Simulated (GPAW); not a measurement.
Entries from a set of simulations; values are calculated unless marked as measured.

```json
{"subject": "A GW chain in GPAW: SnSe2 (P-3m1)", "lattice_ang": [[3.811, 0.0, 0.0], [-1.9055, 3.3004, 0.0], [0.0, 0.0, 6.136]], "atoms": [["Sn", 0.0, 0.0, 0.0], ["Se", 0.3333, 0.6667, 0.249], ["Se", 0.6667, 0.3333, 0.751]], "method": "DFT, PBE, plane waves, PAW (and 1 further level or step)", "program": "GPAW 26.7.0", "settings_of_one_run": "cutoff 450 eV, GPAW PAW setups 1.2.1 data release, 6×6×4 k-mesh, nbands 185", "cost": "3 runs, 2.5 min in all on 8 MPI ranks of Intel Xeon Platinum 8488C (Sapphire Rapids), shared host (the runs of this entry)", "notes": "The cell and positions come from the Crystallography Open Database and are kept as given unless a step says otherwise. Limits: no spin-orbit coupling. Bands and cutoff are finite, so the gap is not at the basis limit. The miss can reach some tenths of an eV and take either sign; the mesh is an error of its own. The 6×6×4 mesh is coarse for this cell, which bears on the long-range parts of exchange and screening.", "results": {"pbe_gap": "0.83 eV, indirect", "g0w0_gap_on_the_mesh": "1.49 eV", "gw_settings": "6×6×4 mesh, 175 bands, screening to 100 eV, Godby-Needs plasmon pole", "known_limits": "not at the basis limit; no spin-orbit coupling; coarse k mesh"}}
```

[Paths, hosts, dates, memory and timing lines, banners, echoed tables and standing remarks are left out of the program output.]

[Logs are printed without paths, hosts, clocks, repeated set-up lines and the standing remarks that a program may print on its own settings, such as how far it seeks lower states.]

[Runs of the session that timed out or met a known fault of the program may be left out.]

[Hosts, paths, dates, database ids (printed as entryN), source tags and the programs' standing remarks are cut or masked in the printed files.]
